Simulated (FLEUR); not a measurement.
# Anisotropy of FePt (c factor at fixed volume 0.97 on the database's cell) with FLEUR

Wanted: anisotropy for FePt (c factor at fixed volume 0.97 on the database's cell), with the cost of each step.

Main program and level: FLEUR MaX-R8.1; PBE; all-electron FLAPW, Dirac cores, scalar-relativistic bands.

### Step 1. Set-up

The structure is tetragonal, space group P4/mmm (No. 123). Conventional cell: a = 2.765 Å, b = 2.765 Å, c = 3.608 Å, α = 90.00°, β = 90.00°, γ = 90.00°. Fe has 8 Pt at 2.66 Å and 4 Fe at 2.77 Å nearest. Pt has 8 Fe at 2.66 Å and 4 Pt at 2.77 Å nearest. Farther neighbours are not listed.

Coordinates:

```cif
data_structure
_symmetry_space_group_name_H-M 'P 1'
_symmetry_Int_Tables_number 1
_cell_length_a 2.7653
_cell_length_b 2.7653
_cell_length_c 3.6084
_cell_angle_alpha 90.000
_cell_angle_beta 90.000
_cell_angle_gamma 90.000
_cell_volume 27.59
loop_
_atom_site_label
_atom_site_type_symbol
_atom_site_fract_x
_atom_site_fract_y
_atom_site_fract_z
_atom_site_occupancy
Fe1 Fe 0.00000 0.00000 0.00000 1
Pt2 Pt 0.50000 0.50000 0.50000 1
```

The cell is strained on purpose: c factor at fixed volume 0.97 on the database's cell.

### Step 2. Self-consistent state

The force theorems are single passes in this state's potential, so it has to be converged first.

No symmetry is used, so that later steps may turn the spins freely; k and −k are joined. inpgen writes inp.xml from crystal.txt; cutoffs, mixing, functional, smearing and local orbitals are then set in the file. The k list scf (kpts.xml, not shown) is a Γ-centred 10×10×10 mesh; where the ranks do not divide the number of points, some are split in two of half the weight.

Contents of inp.xml:

```
<?xml version="1.0" encoding="UTF-8" standalone="no"?>
<fleurInput fleurInputVersion="0.39">
   <comment>
      FePt
   </comment>
   <calculationSetup>
      <cutoffs Kmax="3.6" Gmax="10.8" GmaxXC="10.8" numbands="0"/>
      <scfLoop itmax="110" minDistance="0.00002" maxIterBroyd="15" imix="Anderson" alpha="0.05" precondParam="0.0" spinf="2.0" sdNocoIR="T"/>
      <coreElectrons ctail="F" frcor="F" kcrel="0" coretail_lmax="0"/>
      <xcFunctional name="pbe" relativisticCorrections="F"/>
      <magnetism jspins="2" l_noco="F" l_ss="F">
         <qss>0.0 0.0 0.0</qss>
         <mtNocoParams l_mperp="F" l_mtNocoPot="F" l_relaxSQA="F" mag_mixing_scheme="0" mix_RelaxWeightOffD="1.0" l_constrained="F" mix_constr="1.0"/>
         <sourceFreeMag l_sourceFree="F" l_scaleMag="F" mag_scale="1.0"/>
      </magnetism>
      <soc l_soc="F" theta="0.0" phi="0.0" spav="F"/>
      <expertModes spex="0" secvar="F"/>
      <geometryOptimization l_f="F" forcealpha="1.0" forcemix="BFGS" epsdisp="0.00001" epsforce="0.00001"/>
      <ldaU l_linMix="F" mixParam="0.05" spinf="1.0"/>
   </calculationSetup>
   <cell>
      <bzIntegration valenceElectrons="32.0" mode="hist" fermiSmearingEnergy="0.00183747">
         <kPointListSelection listName="scf"/>
         <xi:include xmlns:xi="http://www.w3.org/2001/XInclude" href="kpts.xml"> </xi:include>
      </bzIntegration>
      <xi:include xmlns:xi="http://www.w3.org/2001/XInclude" href="sym.xml"> </xi:include>
      <bulkLattice scale="1.0">
         <bravaisMatrix>
            <row-1>    5.2256507328490720     0.0000000000000000     0.0000000000000000</row-1>
            <row-2>    0.0000000000000000     5.2256507328490720     0.0000000000000000</row-2>
            <row-3>    0.0000000000000000     0.0000000000000000     6.8188877480066399</row-3>
         </bravaisMatrix>
      </bulkLattice>
   </cell>
   <atomSpecies>
      <species name="Iron (Fe) 2.800" element="Fe" atomicNumber="26">
         <mtSphere radius="2.45" gridPoints="811" logIncrement="0.015"/>
         <atomicCutoffs lmax="10" lnonsphr="8"/>
         <electronConfig flipSpins="F">
            <coreConfig>(1s1/2) (2s1/2) (2p1/2) (2p3/2)</coreConfig>
            <valenceConfig>(3s1/2) (3p1/2) (3p3/2) (4s1/2) (3d3/2) (3d5/2)</valenceConfig>
            <stateOccupation state="(3d3/2)" spinUp="1.4" spinDown="1.0"/>
            <stateOccupation state="(3d5/2)" spinUp="3.0" spinDown="0.6"/>
         </electronConfig>
         <energyParameters s="4" p="4" d="3" f="4"/>
         <lo type="SCLO" l="0" n="3" eDeriv="0"/>
         <lo type="SCLO" l="1" n="3" eDeriv="0"/>
      </species>
      <species name="Platinum (Pt)" element="Pt" atomicNumber="78">
         <mtSphere radius="2.45" gridPoints="811" logIncrement="0.016"/>
         <atomicCutoffs lmax="10" lnonsphr="8"/>
         <electronConfig flipSpins="F">
            <coreConfig>(1s1/2) (2s1/2) (2p1/2) (2p3/2) (3s1/2) (3p1/2) (3p3/2) (4s1/2) (3d3/2) (3d5/2) (4p1/2) (4p3/2) (5s1/2) (4d3/2) (4d5/2) (4f5/2) (4f7/2)</coreConfig>
            <valenceConfig>(5p1/2) (5p3/2) (6s1/2) (5d3/2) (5d5/2)</valenceConfig>
            <stateOccupation state="(6s1/2)" spinUp="0.500000" spinDown="0.500000"/>
            <stateOccupation state="(5d3/2)" spinUp="1.800000" spinDown="1.800000"/>
            <stateOccupation state="(5d5/2)" spinUp="2.700000" spinDown="2.700000"/>
         </electronConfig>
         <energyParameters s="6" p="6" d="5" f="5"/>
         <lo type="SCLO" l="1" n="5" eDeriv="0"/>
      </species>
   </atomSpecies>
   <atomGroups>
      <atomGroup species="Iron (Fe) 2.800">
         <relPos label="                   1">.0000000000 .0000000000 .0000000000</relPos>
         <force calculate="T" relaxXYZ="TTT"/>
         <nocoParams  alpha="0.0" beta="0.0"/>
      </atomGroup>
      <atomGroup species="Platinum (Pt)">
         <relPos label="                   2">1.000/2.000 1.000/2.000 1.000/2.000</relPos>
         <force calculate="T" relaxXYZ="TTT"/>
         <nocoParams  alpha="0.0" beta="0.0"/>
      </atomGroup>
   </atomGroups>
   <output dos="F" band="F" slice="F">
      <bandDOS minEnergy="-.5*Htr" maxEnergy="0.5*Htr" sigma="0.015" storeEVData="T"/>
      <plotting iplot="0" polar="F">
         <plot TwoD="T" vec1="  1.0  0.0  0.0" vec2="  0.0  1.0  0.0" vec3="  0.0  0.0  1.0" zero="  0.0  0.0  0.0" file="plot"/>
      </plotting>
      <moessbauerParams electricFieldGradient="F" isomerShift="F" coreHyperfine="F" valenceHyperfine="F"/>
   </output>
</fleurInput>
```

Contents of crystal.txt:

```
FePt
&input film=F cartesian=F /
2.76529528000  0.00000000000  0.00000000000
0.00000000000  2.76529528000  0.00000000000
0.00000000000  0.00000000000  3.60840000000
1.8897261246
1.0 1.0 1.0

2
26 0.00000000000  0.00000000000  0.00000000000 : 2.800
78 0.50000000000  0.50000000000  0.50000000000

&kpt div1=10 div2=10 div3=10 gamma=T /
```

Started as:

```bash
> OMP_NUM_THREADS=1 inpgen -f crystal.txt -nosym -noco > inpgen.log  # inp.xml is then edited as shown
> OMP_NUM_THREADS=1 mpirun -n 4 fleur_MPI > fleur.log
```

Log:

```text
Welcome to FLEUR        (www.flapw.de)
      MaX-Release 8.1          (www.max-centre.eu)

 ========== k-point set info ==========
 Selected k-point list: scf
 k-point list type: mesh
 0 x 0 x 0
 Number of k points: 504

 ------------Calculation Setup---------------------------
 Number of MPI-tasks      :            4
 Number of PE/node        :            4
 Number of OMP-threads    :            1
 k-points in parallel     :            4
 pe's per k-point         :            1
 No of k-point loops      :          126
 Eigenvalue solver        :       lapack
 Number of basis functions:          172
 Approximate size of matrices (H+S) per k-point:         0.001 GB
 --------------------------------------------------------
 Complex matrix made real
 Complex matrix made real
 Iteration:     1   Distance:      38.86254997 me/bohr^3
 Iteration:     2   Distance:      15.95789272 me/bohr^3
 Iteration:     3   Distance:      12.61332413 me/bohr^3
 Iteration:     4   Distance:       9.47885327 me/bohr^3
 Iteration:     5   Distance:       8.87063387 me/bohr^3
 Iteration:     6   Distance:       9.66154563 me/bohr^3
 Iteration:     7   Distance:       3.25792801 me/bohr^3
 Iteration:     8   Distance:       3.13497808 me/bohr^3
 Iteration:     9   Distance:       1.13026985 me/bohr^3
 Iteration:    10   Distance:       1.09221068 me/bohr^3
 Iteration:    11   Distance:       0.20436235 me/bohr^3
 Iteration:    12   Distance:       0.20753889 me/bohr^3
 Iteration:    13   Distance:       0.02217490 me/bohr^3
 Iteration:    14   Distance:       0.01635068 me/bohr^3
 Iteration:    15   Distance:       0.00651092 me/bohr^3
 Iteration:    16   Distance:       0.00630400 me/bohr^3
 Iteration:    17   Distance:       0.00530546 me/bohr^3
 Iteration:    18   Distance:       0.00120582 me/bohr^3
 Iteration:    19   Distance:       0.00052817 me/bohr^3
 Iteration:    20   Distance:       0.00017313 me/bohr^3
 Iteration:    21   Distance:       0.00021307 me/bohr^3
 Iteration:    22   Distance:       0.00007303 me/bohr^3
 Iteration:    23   Distance:       0.00002630 me/bohr^3
 Iteration:    24   Distance:       0.00000567 me/bohr^3

 ********************************************************************
 Run finished successfully
 Stop message:
   all done
 ********************************************************************

--- out.xml (last complete iteration) ---
<iteration numberForCurrentRun="   24" overallNumber="   24">
         [... left out ...]
         <bandgap value="0.0000000000" units="eV"/>
         <sumValenceSingleParticleEnergies value="-18.3922198209" units="Htr"/>
         <FermiEnergy value="0.4256710566" units="Htr"/>
         <valenceDensity>
            <mtCharges spin="1">
               <mtCharge atomType="1" total="9.0760930" s="1.2201174" p="3.2312609" d="4.5906105" f="0.0251882"/>
               <mtCharge atomType="2" total="7.4292969" s="0.2485778" p="3.1630404" d="3.9882678" f="0.0228245"/>
            </mtCharges>
            <mtCharges spin="2">
               <mtCharge atomType="1" total="6.0744637" s="1.2091798" p="3.2361035" d="1.5971354" f="0.0237778"/>
               <mtCharge atomType="2" total="6.9921539" s="0.2666297" p="3.1989654" d="3.5031037" f="0.0185178"/>
            </mtCharges>
            <spinDependentCharge spin="1" total="17.6882372" interstitial="1.1828474" mtSpheres="16.5053899"/>
            <spinDependentCharge spin="2" total="14.3117628" interstitial="1.2451451" mtSpheres="13.0666176"/>
            <totalCharge value="32.0000000000"/>
         </valenceDensity>
         [... left out ...]
         <allElectronCharges>
            <spinDependentCharge spin="1" total="53.6882372" interstitial="1.1835526" mtSpheres="52.5046846"/>
            <spinDependentCharge spin="2" total="50.3117628" interstitial="1.2458540" mtSpheres="49.0659087"/>
            <totalCharge value="104.0000000118"/>
         </allElectronCharges>
         <magneticMomentsInMTSpheres units="muBohr">
            <globalMagMoment atomType="1" vec="0.00000   0.00000   3.00163"/>
            <localMagMoment atomType="1" vec="0.00000   0.00000   3.00163"/>
            <globalMagMoment atomType="2" vec="0.00000   0.00000   0.43715"/>
            <localMagMoment atomType="2" vec="0.00000   0.00000   0.43715"/>
         </magneticMomentsInMTSpheres>
         <moessbauerParams unitsHFF="kG" unitsIS="e/bohr^3" unitsEFG="Htr/bohr^2">
         </moessbauerParams>
         <totalEnergy value="   -19719.5483903493" units="Htr">
            <sumOfEigenvalues value="   -12061.7257660764">
               <coreElectrons value="-12043.3335462555"/>
               <valenceElectrons value="-18.3922198209"/>
            </sumOfEigenvalues>
            <densityCoulombPotentialIntegral value="-33922.5013808301"/>
            <densityEffectivePotentialIntegral value="-34462.7860232691"/>
            <chargeDenXCDenIntegral value="-413.3002270533"/>
            <FockExchangeEnergyValence value="0.0000000000"/>
            <FockExchangeEnergyCore value="0.0000000000"/>
            <atomTypeDependentContributions atomType="1">
               <electronNucleiInteractionDifferentMTs value="1521.3259539606"/>
               <MadelungTerm value="-9.9644139474"/>
            </atomTypeDependentContributions>
            <atomTypeDependentContributions atomType="2">
               <electronNucleiInteractionDifferentMTs value="23174.4873759051"/>
               <MadelungTerm value="-40.2799862606"/>
            </atomTypeDependentContributions>
            <tkbTimesEntropy value="0.0003157473"/>
            <freeEnergy value="-19719.5487060966"/>
            <extrapolationTo0K value="-19719.5485482230"/>
         </totalEnergy>
         <densityConvergence units="me/bohr^3">
            <chargeDensity spin="1" distance="0.0000031503"/>
            <chargeDensity spin="2" distance="0.0000030215"/>
            <overallChargeDensity distance="0.0000024519"/>
            <spinDensity distance="0.0000056653"/>
         </densityConvergence>
      </iteration>
```

Wall time 4.1 min (4 MPI ranks of Arm Neoverse V1, shared host); peak memory 0.61 GiB; 16 min of CPU time.

Read from the output:

```
free energy                                                       : -536596.2564 eV
program's band gap on this mesh (in a metal only a level spacing) : 0 eV
magnetization                                                     : 3.377 μB
final state                                                       : ferromagnetic
largest moment                                                    : 3.002 μB
```

After 24 cycles the largest moment stands at 3.00 μB.

### Step 3. Energy against the direction of the moments, rung 1

Anisotropy is a small difference, so it is taken from sums over occupied states at a frozen potential, where most errors cancel.

One pass with spin–orbit coupling for each direction, from the saved density. Inversion lets half of the mesh serve, which the program's warning doesn't know. The k list mae (kpts.xml, not shown) is a Γ-centred 14×14×11 mesh.

Edit inp.xml of step 2 so:

```diff
@@ -6,4 +6,4 @@
    <calculationSetup>
-      <cutoffs Kmax="3.6" Gmax="10.8" GmaxXC="10.8" numbands="0"/>
-      <scfLoop itmax="110" minDistance="0.00002" maxIterBroyd="15" imix="Anderson" alpha="0.05" precondParam="0.0" spinf="2.0" sdNocoIR="T"/>
+      <cutoffs Kmax="3.6" Gmax="10.8" GmaxXC="10.8" numbands="72"/>
+      <scfLoop itmax="1" minDistance="0.00002" maxIterBroyd="15" imix="Anderson" alpha="0.05" precondParam="0.0" spinf="2.0" sdNocoIR="T"/>
       <coreElectrons ctail="F" frcor="F" kcrel="0" coretail_lmax="0"/>
@@ -15,3 +15,3 @@
       </magnetism>
-      <soc l_soc="F" theta="0.0" phi="0.0" spav="F"/>
+      <soc l_soc="T" theta="0.0" phi="0.0" spav="F"/>
       <expertModes spex="0" secvar="F"/>
@@ -22,3 +22,3 @@
       <bzIntegration valenceElectrons="32.0" mode="hist" fermiSmearingEnergy="0.00183747">
-         <kPointListSelection listName="scf"/>
+         <kPointListSelection listName="mae"/>
          <xi:include xmlns:xi="http://www.w3.org/2001/XInclude" href="kpts.xml"> </xi:include>
@@ -81,2 +81,5 @@
    </output>
+   <forceTheorem>
+      <MAE theta="0.0 1.5707963 1.5707963 0.7853982" phi="0.0 0.0 0.7853982 0.0"/>
+   </forceTheorem>
 </fleurInput>
```

Started as:

```bash
> OMP_NUM_THREADS=1 mpirun -n 4 fleur_MPI -warn_only > fleur.log
```

Log:

```text
[banner, memory and clock lines left out]
Welcome to FLEUR        (www.flapw.de)
      MaX-Release 8.1          (www.max-centre.eu)
************FLEUR-Warning*****************
Error message: k-point set is not compatible to missing time-reversal symmetry in calculation.
Error occurred in subroutine: gen_bz
Error from PE:0/4
Other PEs with error messages:
     1-k-point set is not compatible to missing time-reversal symmetry in calculation.
     2-k-point set is not compatible to missing time-reversal symmetry in calculation.
     3-k-point set is not compatible to missing time-reversal symmetry in calculation.
*****************************************

 ========== k-point set info ==========
 Selected k-point list: mae
 k-point list type: mesh
 0 x 0 x 0
 Number of k points: 1080

 [... set-up left out ...]
 ********************************************************************
 Run finished successfully
 Stop message:
   Forcetheorem MAE
 ********************************************************************

--- out.xml (force theorem) ---
<Forcetheorem_MAE Angles="4" units="Htr">
            <Angle theta="0.0000000" phi="0.0000000" ev-sum="-18.437515235"/>
            <Angle theta="1.5707963" phi="0.0000000" ev-sum="-18.437432240"/>
            <Angle theta="1.5707963" phi="0.7853982" ev-sum="-18.437430016"/>
            <Angle theta="0.7853982" phi="0.0000000" ev-sum="-18.437473194"/>
         </Forcetheorem_MAE>
```

Run time: 1.8 min. Hardware: 4 MPI ranks; peak memory 1.1 GiB; 7 min of CPU time.

Anisotropy energies, by row:

| axis | x | y | z | band energy less the first axis' (meV a cell) |
| --- | --- | --- | --- | --- |
| [001] | 0 | 0 | 1 | 0 |
| [100] | 1 | 0 | 0 | 2.258 |
| [110] | 0.7071 | 0.7071 | 0 | 2.319 |
| 45 degrees from [001] toward [100] | 0.7071 | 0 | 0.7071 | 1.144 |

Indices are those of the standard conventional cell; x, y, z give the same directions in the axes of the input.

### Step 4. Anisotropy by the force theorem, rung 2

A second rung shows how far the first can be trusted.

The k list mae (kpts.xml, not shown) is a Γ-centred 20×20×16 mesh.

inp.xml is that of step 3.

Log:

```text
[banner, memory and clock lines left out]
Welcome to FLEUR        (www.flapw.de)
      MaX-Release 8.1          (www.max-centre.eu)
************FLEUR-Warning*****************
Error message: k-point set is not compatible to missing time-reversal symmetry in calculation.
Error occurred in subroutine: gen_bz
Error from PE:0/4
Other PEs with error messages:
     2-k-point set is not compatible to missing time-reversal symmetry in calculation.
*****************************************

 ========== k-point set info ==========
 Selected k-point list: mae
 k-point list type: mesh
 0 x 0 x 0
 Number of k points: 3204

 [... set-up left out ...]
 ********************************************************************
 Run finished successfully
 Stop message:
   Forcetheorem MAE
 ********************************************************************

--- out.xml (force theorem) ---
<Forcetheorem_MAE Angles="4" units="Htr">
            <Angle theta="0.0000000" phi="0.0000000" ev-sum="-18.437540943"/>
            <Angle theta="1.5707963" phi="0.0000000" ev-sum="-18.437479191"/>
            <Angle theta="1.5707963" phi="0.7853982" ev-sum="-18.437478835"/>
            <Angle theta="0.7853982" phi="0.0000000" ev-sum="-18.437510080"/>
         </Forcetheorem_MAE>
```

Wall time 5.3 min (4 MPI ranks); peak memory 2.8 GiB; 21 min of CPU time.

Anisotropy energies, by row:

| axis | x | y | z | band energy less the first axis' (meV a cell) |
| --- | --- | --- | --- | --- |
| [001] | 0 | 0 | 1 | 0 |
| [100] | 1 | 0 | 0 | 1.68 |
| [110] | 0.7071 | 0.7071 | 0 | 1.69 |
| 45 degrees from [001] toward [100] | 0.7071 | 0 | 0.7071 | 0.8398 |

(Continued in part 2 of 2.)

[Logs and program files are shortened in this print: banners, set-up blocks, solver, clock and traceback lines can be left out without a mark of their own.]

[Logs are printed without paths, hosts, clocks, repeated set-up lines and the standing remarks that a program may print on its own settings, such as how far it seeks lower states.]

[Hosts, paths, dates, database ids (printed as entryN), source tags and the programs' standing remarks are cut or masked in the printed files.]

[Where a cell is said to come from a database of computed structures, the database is the Materials Project.]
